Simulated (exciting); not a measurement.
**Core excitons at the F K edge of BaLiF3**

Aim: the F K absorption edge of BaLiF3 with the electron–hole interaction treated explicitly, and what each term of the kernel does.

Program: exciting sodium. Level of theory: X-ray absorption, core-level Bethe-Salpeter equation, exchange and statically screened direct term, Tamm-Dancoff, all-electron LAPW+lo LDA. Results are calculated unless marked as measured.

Report form: the programs' logs are mostly left out.

**1. Starting point**

It takes space group Pm-3m (No. 221, cubic). Conventional cell: a = 3.989 Å, b = 3.989 Å, c = 3.989 Å, α = 90.00°, β = 90.00°, γ = 90.00°. Nearest to Ba lie 12 F at 2.82 Å. Nearest to F lie 2 Li at 1.99 Å and 4 Ba at 2.82 Å. Li has 6 F at 1.99 Å nearest. Farther neighbours and most contacts between anions are not listed.

Coordinates:

```xyz
5
Lattice="3.9886 0.0000 0.0000 0.0000 3.9886 0.0000 0.0000 0.0000 3.9886" Properties=species:S:1:pos:R:3 pbc="T T T"
Ba    0.0000    0.0000    0.0000
F     1.9943    0.0000    1.9943
F     1.9943    1.9943    0.0000
F     0.0000    1.9943    1.9943
Li    1.9943    1.9943    1.9943
```

Differences between curves are given as r.m.s. difference over r.m.s. height.

**2. The self-consistent potential**

The species files are the program's own, with muffin-tin radii set in the input.

The input, input.xml:

```
<input>
  <title>BaLiF3</title>
  <structure speciespath="." autormt="false" epslat="1.0e-5">
    <crystal>
      <basevect>7.5373269239 0.0000000000 0.0000000000</basevect>
      <basevect>0.0000000000 7.5373269239 0.0000000000</basevect>
      <basevect>0.0000000000 0.0000000000 7.5373269239</basevect>
    </crystal>
    <species speciesfile="Ba.xml" rmt="2.464">
      <atom coord="0.0000000000 0.0000000000 0.0000000000"/>
    </species>
    <species speciesfile="F.xml" rmt="1.752">
      <atom coord="0.5000000000 0.0000000000 0.5000000000"/>
      <atom coord="0.5000000000 0.5000000000 0.0000000000"/>
      <atom coord="0.0000000000 0.5000000000 0.5000000000"/>
    </species>
    <species speciesfile="Li.xml" rmt="1.904">
      <atom coord="0.5000000000 0.5000000000 0.5000000000"/>
    </species>
  </structure>
  <groundstate do="fromscratch" xctype="LDA_PW" ngridk="4 4 4" rgkmax="7" gmaxvr="14" nempty="8" swidth="0.001" maxscl="100" epsengy="1e-5"/>
</input>
```

The run is started by

```console
> OMP_NUM_THREADS=1 mpirun -n 2 exciting
```

The job ended after 50 s (2 MPI ranks of Intel Xeon at 2.70GHz, shared host).

The warnings file holds hints only, no warning.

The mesh shows a gap of 6.58 eV. Core levels (Dirac, from the valence top):

| atom | level | energy (eV) |
| --- | --- | --- |
| Ba | 2p3/2 | -5147.0 |
| Ba | 3s1/2 | -1229.5 |
| Ba | 3p1/2 | -1087.2 |
| Ba | 3p3/2 | -1013.5 |
| Ba | 3d3/2 | -762.9 |
| Ba | 3d5/2 | -747.2 |
| Ba | 4s1/2 | -232.3 |
| Ba | 4p1/2 | -180.5 |
| Ba | 4p3/2 | -165.1 |
| F | 1s1/2 | -646.6 |

**3. A richer basis for the empty states**

Each species file gets more local orbitals, built from u and its energy derivative at 0.15 Ha and u at 0.9 Ha.

input.xml is that of step 2.

The input, SPECIES.xml, added lines:

```
<lo l="L">  <!-- L = 0, 1, 2, and 3 from Cs on -->
  <wf matchingOrder="0" trialEnergy="0.1500" searchE="false"/>
  <wf matchingOrder="1" trialEnergy="0.1500" searchE="false"/>
  <wf matchingOrder="0" trialEnergy="0.9000" searchE="false"/>
</lo>
```

The run is started by

```console
> OMP_NUM_THREADS=1 mpirun -n 2 exciting
```

Wall time 52 s (2 MPI ranks).

Against the first ground state the total energy moves by -6 meV an atom and the gap by -0.01 eV.

**4. Screening, kernels and BSE for F atom 2**

The absorber has 2 Li at 1.99 Å (linear, site symmetry 4/mmm).

input.xml: that of step 3 with these lines changed.

```diff
@@ -20,3 +20,20 @@
   </structure>
-  <groundstate do="fromscratch" xctype="LDA_PW" ngridk="4 4 4" rgkmax="7" gmaxvr="14" nempty="8" swidth="0.001" maxscl="100" epsengy="1e-5"/>
+  <groundstate do="skip" xctype="LDA_PW" ngridk="4 4 4" rgkmax="7" gmaxvr="14" nempty="8" swidth="0.001" maxscl="100" epsengy="1e-5"/>
+  <xs xstype="BSE" ngridk="4 4 4" ngridq="4 4 4" vkloff="0.097 0.273 0.493" rgkmax="7" nempty="40" gqmax="3" lmaxapwwf="5" lmaxemat="2" broad="0.01654" tevout="true">
+    <energywindow intv="23.561 25.178" points="439"/>
+    <screening screentype="full" nempty="60"/>
+    <BSE xas="true" xasspecies="2" xasatom="1" xasedge="K" bsetype="singlet" nstlxas="1 36"/>
+    <qpointset>
+      <qpoint>0 0 0</qpoint>
+    </qpointset>
+    <plan>
+      <doonly task="xsgeneigvec"/>
+      <doonly task="writepmatxs"/>
+      <doonly task="scrgeneigvec"/>
+      <doonly task="scrwritepmat"/>
+      <doonly task="screen"/>
+      <doonly task="scrcoulint"/>
+      <doonly task="exccoulint"/>
+    </plan>
+  </xs>
 </input>
```

The input, input.xml for the last start (plan only):

```
  <plan>
    <doonly task="bse"/>
  </plan>
```

The run is started by

```console
> OMP_NUM_THREADS=1 mpirun -n 2 exciting
> OMP_NUM_THREADS=2 exciting
```

Wall time 46 min (2 MPI ranks).

Wall time by task: xsgeneigvec 17 s, writepmatxs 17 s, scrgeneigvec 15 s, scrwritepmat 10 s, screen 5.2 min, scrcoulint 17 min, exccoulint 19 min, bse 3.6 min.

The F K spectrum of F atom 2 (energy from the Kohn–Sham onset, core level to the lowest empty state found on the meshes used, 653.12 eV; the ground-state mesh sets it, and the shifted mesh has its lowest transition 0.27 eV above it; Im ε scaled to the maximum of the singlet run; cut below the end of the band set):

| E (eV) | Im ε |
| --- | --- |
| -5.0 | 0.02 |
| -4.5 | 0.03 |
| -4.0 | 0.03 |
| -3.5 | 0.04 |
| -3.0 | 0.06 |
| -2.5 | 0.08 |
| -2.0 | 0.13 |
| -1.5 | 0.24 |
| -1.0 | 0.60 |
| -0.5 | 0.99 |
| 0.0 | 0.86 |
| 0.5 | 0.97 |
| 1.0 | 0.78 |
| 1.5 | 0.59 |
| 2.0 | 0.48 |
| 2.5 | 0.38 |
| 3.0 | 0.33 |
| 3.5 | 0.34 |
| 4.0 | 0.32 |
| 4.5 | 0.29 |
| 5.0 | 0.27 |
| 5.5 | 0.33 |
| 6.0 | 0.52 |
| 6.5 | 0.67 |
| 7.0 | 0.62 |
| 7.5 | 0.42 |
| 8.0 | 0.34 |
| 8.5 | 0.23 |
| 9.0 | 0.19 |
| 9.5 | 0.19 |
| 10.0 | 0.17 |
| 10.5 | 0.15 |
| 11.0 | 0.16 |
| 11.5 | 0.18 |
| 12.0 | 0.13 |
| 12.5 | 0.11 |
| 13.0 | 0.10 |
| 13.5 | 0.12 |
| 14.0 | 0.15 |
| 14.5 | 0.17 |
| 15.0 | 0.20 |
| 15.5 | 0.18 |
| 16.0 | 0.17 |
| 16.5 | 0.16 |
| 17.0 | 0.14 |
| 17.5 | 0.12 |
| 18.0 | 0.10 |
| 18.5 | 0.09 |
| 19.0 | 0.09 |
| 19.5 | 0.10 |
| 20.0 | 0.09 |
| 20.5 | 0.09 |
| 21.0 | 0.10 |
| 21.5 | 0.12 |
| 22.0 | 0.15 |

Maxima (height): -0.6 eV (1.00), 0.4 eV (0.97), 3.4 eV (0.34), 6.6 eV (0.67), 11.4 eV (0.19) and 15.2 eV (0.20).

The Hamiltonian has 4608 rows. The lowest groups of eigenvalues and the brightest ones, on the scale above (the program counts from the shifted mesh's onset, 0.27 eV higher). Core spinors bring spin-forbidden partners, so dark means forbidden by spin or by symmetry, and the shifted mesh splits states that symmetry would keep together:

| energy (eV) | states within 10 meV | relative strength |
| --- | --- | --- |
| -1.136 | 2 | dark |
| -1.041 | 2 | dark |
| -0.727 | 1 | dark |
| -0.714 | 1 | 0.65 |
| -0.613 | 1 | dark |
| -0.592 | 1 | 1.00 |
| -0.299 | 2 | 0.32 |
| 0.402 | 1 | 0.58 |
| 6.243 | 2 | 0.47 |
| 6.852 | 3 | 0.37 |
| 7.092 | 2 | 0.24 |

**5. Independent particles**

input.xml: that of step 4 with these lines changed.

```diff
@@ -24,3 +24,3 @@
     <screening screentype="full" nempty="60"/>
-    <BSE xas="true" xasspecies="2" xasatom="1" xasedge="K" bsetype="singlet" nstlxas="1 36"/>
+    <BSE xas="true" xasspecies="2" xasatom="1" xasedge="K" bsetype="IP" nstlxas="1 36"/>
     <qpointset>
@@ -29,9 +29,3 @@
     <plan>
-      <doonly task="xsgeneigvec"/>
-      <doonly task="writepmatxs"/>
-      <doonly task="scrgeneigvec"/>
-      <doonly task="scrwritepmat"/>
-      <doonly task="screen"/>
-      <doonly task="scrcoulint"/>
-      <doonly task="exccoulint"/>
+      <doonly task="bse"/>
     </plan>
```

The run is started by

```console
> OMP_NUM_THREADS=2 exciting
```

Wall time 3 s (2 threads).

Maxima (height): 3.8 eV (0.60), 5.9 eV (0.42), 10.9 eV (0.81), 12.6 eV (0.34) and 18.2 eV (0.29); 1 lower ones aren't listed. Against the singlet run the r.m.s. difference is 86 %. Moving the earlier curve by +4.0 eV leaves 40 %. The highest maximum lies at 10.9 eV (0.81), against -0.6 eV (1.00).

**6. Exchange alone**

input.xml: that of step 5 with these lines changed.

```diff
@@ -24,3 +24,3 @@
     <screening screentype="full" nempty="60"/>
-    <BSE xas="true" xasspecies="2" xasatom="1" xasedge="K" bsetype="IP" nstlxas="1 36"/>
+    <BSE xas="true" xasspecies="2" xasatom="1" xasedge="K" bsetype="RPA" nstlxas="1 36"/>
     <qpointset>
```

The run is started by

```console
> OMP_NUM_THREADS=2 exciting
```

The job ended after 3.8 min (2 threads).

Maxima (height): 3.8 eV (0.59), 6.0 eV (0.42), 10.9 eV (0.82), 12.6 eV (0.35) and 18.3 eV (0.29); 1 lower ones aren't listed. Against the independent-particle run the r.m.s. difference is 2 %.

**7. Direct term alone**

input.xml: that of step 6 with these lines changed.

```diff
@@ -24,3 +24,3 @@
     <screening screentype="full" nempty="60"/>
-    <BSE xas="true" xasspecies="2" xasatom="1" xasedge="K" bsetype="RPA" nstlxas="1 36"/>
+    <BSE xas="true" xasspecies="2" xasatom="1" xasedge="K" bsetype="triplet" nstlxas="1 36"/>
     <qpointset>
```

The run is started by

```console
> OMP_NUM_THREADS=2 exciting
```

It took 3.8 min on 2 threads.

Maxima (height): -0.6 eV (1.03), 0.4 eV (0.98), 3.4 eV (0.34), 6.4 eV (0.67) and 15.2 eV (0.20); 1 lower ones aren't listed. Against the singlet run the r.m.s. difference is 3 %.

**8. Broadening**

Changed against the first singlet run: half width (eV) from 0.45 to 1.35.

input.xml: that of step 7 with these lines changed.

```diff
@@ -21,6 +21,6 @@
   <groundstate do="skip" xctype="LDA_PW" ngridk="4 4 4" rgkmax="7" gmaxvr="14" nempty="8" swidth="0.001" maxscl="100" epsengy="1e-5"/>
-  <xs xstype="BSE" ngridk="4 4 4" ngridq="4 4 4" vkloff="0.097 0.273 0.493" rgkmax="7" nempty="40" gqmax="3" lmaxapwwf="5" lmaxemat="2" broad="0.01654" tevout="true">
+  <xs xstype="BSE" ngridk="4 4 4" ngridq="4 4 4" vkloff="0.097 0.273 0.493" rgkmax="7" nempty="40" gqmax="3" lmaxapwwf="5" lmaxemat="2" broad="0.04961" tevout="true">
     <energywindow intv="23.561 25.178" points="439"/>
     <screening screentype="full" nempty="60"/>
-    <BSE xas="true" xasspecies="2" xasatom="1" xasedge="K" bsetype="triplet" nstlxas="1 36"/>
+    <BSE xas="true" xasspecies="2" xasatom="1" xasedge="K" bsetype="singlet" nstlxas="1 36"/>
     <qpointset>
```

The run is started by

```console
> OMP_NUM_THREADS=2 exciting
```

It took 4.3 min on 2 threads.

The spectrum differs from the singlet run by 29 % r.m.s. The highest maximum lies at 0.3 eV (0.63), against -0.6 eV (1.00). Only the width of each line changes; the area stays. A table step wider than the lines misses their tops.

| E (eV) | first run | this run |
| --- | --- | --- |
| -10.0 | 0.01 | 0.02 |
| -9.0 | 0.01 | 0.02 |
| -8.0 | 0.01 | 0.03 |
| -7.0 | 0.01 | 0.03 |
| -6.0 | 0.02 | 0.05 |
| -5.0 | 0.02 | 0.06 |
| -4.0 | 0.03 | 0.09 |
| -3.0 | 0.06 | 0.14 |
| -2.0 | 0.13 | 0.25 |
| -1.0 | 0.60 | 0.47 |
| 0.0 | 0.86 | 0.62 |
| 1.0 | 0.78 | 0.59 |
| 2.0 | 0.48 | 0.47 |
| 3.0 | 0.33 | 0.38 |
| 4.0 | 0.32 | 0.35 |
| 5.0 | 0.27 | 0.35 |
| 6.0 | 0.52 | 0.41 |
| 7.0 | 0.62 | 0.42 |
| 8.0 | 0.34 | 0.32 |
| 9.0 | 0.19 | 0.24 |
| 10.0 | 0.17 | 0.20 |
| 11.0 | 0.16 | 0.18 |
| 12.0 | 0.13 | 0.16 |
| 13.0 | 0.10 | 0.14 |
| 14.0 | 0.15 | 0.15 |
| 15.0 | 0.20 | 0.16 |
| 16.0 | 0.17 | 0.16 |
| 17.0 | 0.14 | 0.14 |
| 18.0 | 0.10 | 0.12 |
| 19.0 | 0.09 | 0.11 |
| 20.0 | 0.09 | 0.11 |
| 21.0 | 0.10 | 0.11 |
| 22.0 | 0.15 | 0.13 |

**9. Local-field cutoff**

Changed against the first singlet run: cutoff of the kernels (bohr⁻¹) from 3 to 1.5.

input.xml: that of step 8 with these lines changed.

```diff
@@ -21,3 +21,3 @@
   <groundstate do="skip" xctype="LDA_PW" ngridk="4 4 4" rgkmax="7" gmaxvr="14" nempty="8" swidth="0.001" maxscl="100" epsengy="1e-5"/>
-  <xs xstype="BSE" ngridk="4 4 4" ngridq="4 4 4" vkloff="0.097 0.273 0.493" rgkmax="7" nempty="40" gqmax="3" lmaxapwwf="5" lmaxemat="2" broad="0.04961" tevout="true">
+  <xs xstype="BSE" ngridk="4 4 4" ngridq="4 4 4" vkloff="0.097 0.273 0.493" rgkmax="7" nempty="40" gqmax="1.5" lmaxapwwf="5" lmaxemat="2" broad="0.01654" tevout="true">
     <energywindow intv="23.561 25.178" points="439"/>
@@ -29,3 +29,6 @@
     <plan>
-      <doonly task="bse"/>
+      <doonly task="xsgeneigvec"/>
+      <doonly task="screen"/>
+      <doonly task="scrcoulint"/>
+      <doonly task="exccoulint"/>
     </plan>
```

The input, input.xml for the last start (plan only):

```
  <plan>
    <doonly task="bse"/>
  </plan>
```

The run is started by

```console
> OMP_NUM_THREADS=1 mpirun -n 2 exciting
> OMP_NUM_THREADS=2 exciting
```

It took 23 min on 2 MPI ranks.

The run was cut off at its time limit.

**10. The levels of theory side by side**

```csv
level,curve passes 0.15 (eV),highest maximum (eV),its height
IP,1.1,10.9,0.81
RPA,1.2,10.9,0.82
direct only,-1.9,-0.6,1.03
singlet,-1.8,-0.6,1.00
```

```csv
E (eV),IP,RPA,direct only,singlet
-5.0,0.01,0.01,0.02,0.02
-4.0,0.01,0.01,0.03,0.03
-3.0,0.01,0.01,0.06,0.06
-2.0,0.02,0.02,0.13,0.13
-1.0,0.02,0.02,0.64,0.60
0.0,0.04,0.04,0.87,0.86
1.0,0.13,0.12,0.77,0.78
2.0,0.30,0.29,0.47,0.48
3.0,0.41,0.40,0.33,0.33
4.0,0.59,0.58,0.32,0.32
5.0,0.35,0.35,0.27,0.27
6.0,0.42,0.42,0.53,0.52
7.0,0.27,0.27,0.59,0.62
8.0,0.25,0.25,0.33,0.34
9.0,0.32,0.31,0.19,0.19
10.0,0.52,0.50,0.17,0.17
11.0,0.80,0.81,0.16,0.16
12.0,0.36,0.38,0.13,0.13
13.0,0.30,0.30,0.10,0.10
14.0,0.19,0.19,0.15,0.15
15.0,0.16,0.16,0.20,0.20
16.0,0.18,0.18,0.17,0.17
17.0,0.20,0.20,0.14,0.14
18.0,0.27,0.28,0.10,0.10
19.0,0.23,0.23,0.09,0.09
20.0,0.16,0.16,0.09,0.09
21.0,0.15,0.15,0.10,0.10
22.0,0.12,0.12,0.15,0.15
```

**11. What came out**

| Item | Value |
| --- | --- |
| absorber and edge | F K, atom 2 |
| surroundings | 2 Li at 1.99 Å (linear, site symmetry 4/mmm) |
| first bright state | -0.71 eV from the Kohn–Sham onset, on this mesh |
| highest maximum | -0.6 eV |
| cost of the BSE run | 46 min on 2 MPI ranks of Intel Xeon at 2.70GHz, shared host; the last task ran on as many threads |

In words: Is a core exciton bound? Yes on this mesh: the first bright state (over 5 % of the brightest) lies at -0.71 eV from the Kohn–Sham onset and at -0.99 eV from the lowest bare transition of its own mesh; weaker or dark states reach down to -1.14 eV. Changing the half width (eV) from 0.45 to 1.35 alters the spectrum by 29 % r.m.s. Exchange alone changes the independent-particle spectrum by 2 % r.m.s. Leaving exchange out of the full kernel changes the spectrum by 3 % r.m.s. Binding energies aren't converged on 64 k points, and fine structure above the first lines is partly noise of the mesh. The kernel cutoff is low for a compact core orbital, so the effect of exchange is a lower bound. The zero comes from the unshifted 4×4×4 ground-state mesh; it is exact only where the band minimum lies on that mesh. The Kohn–Sham onset, 653 eV, is no photon energy: the scale needs a rigid shift. Bands and screening come from semilocal DFT, whose small gap overscreens. Vibrations and energy-dependent lifetimes are left out. The structure is a Materials Project entry, computed there, and may be a hypothetical form.

[Logs are printed without paths, hosts, clocks, repeated set-up lines and the standing remarks that a program may print on its own settings, such as how far it seeks lower states.]

[Hosts, paths, dates, database ids (printed as entryN), source tags and the programs' standing remarks are cut or masked in the printed files.]
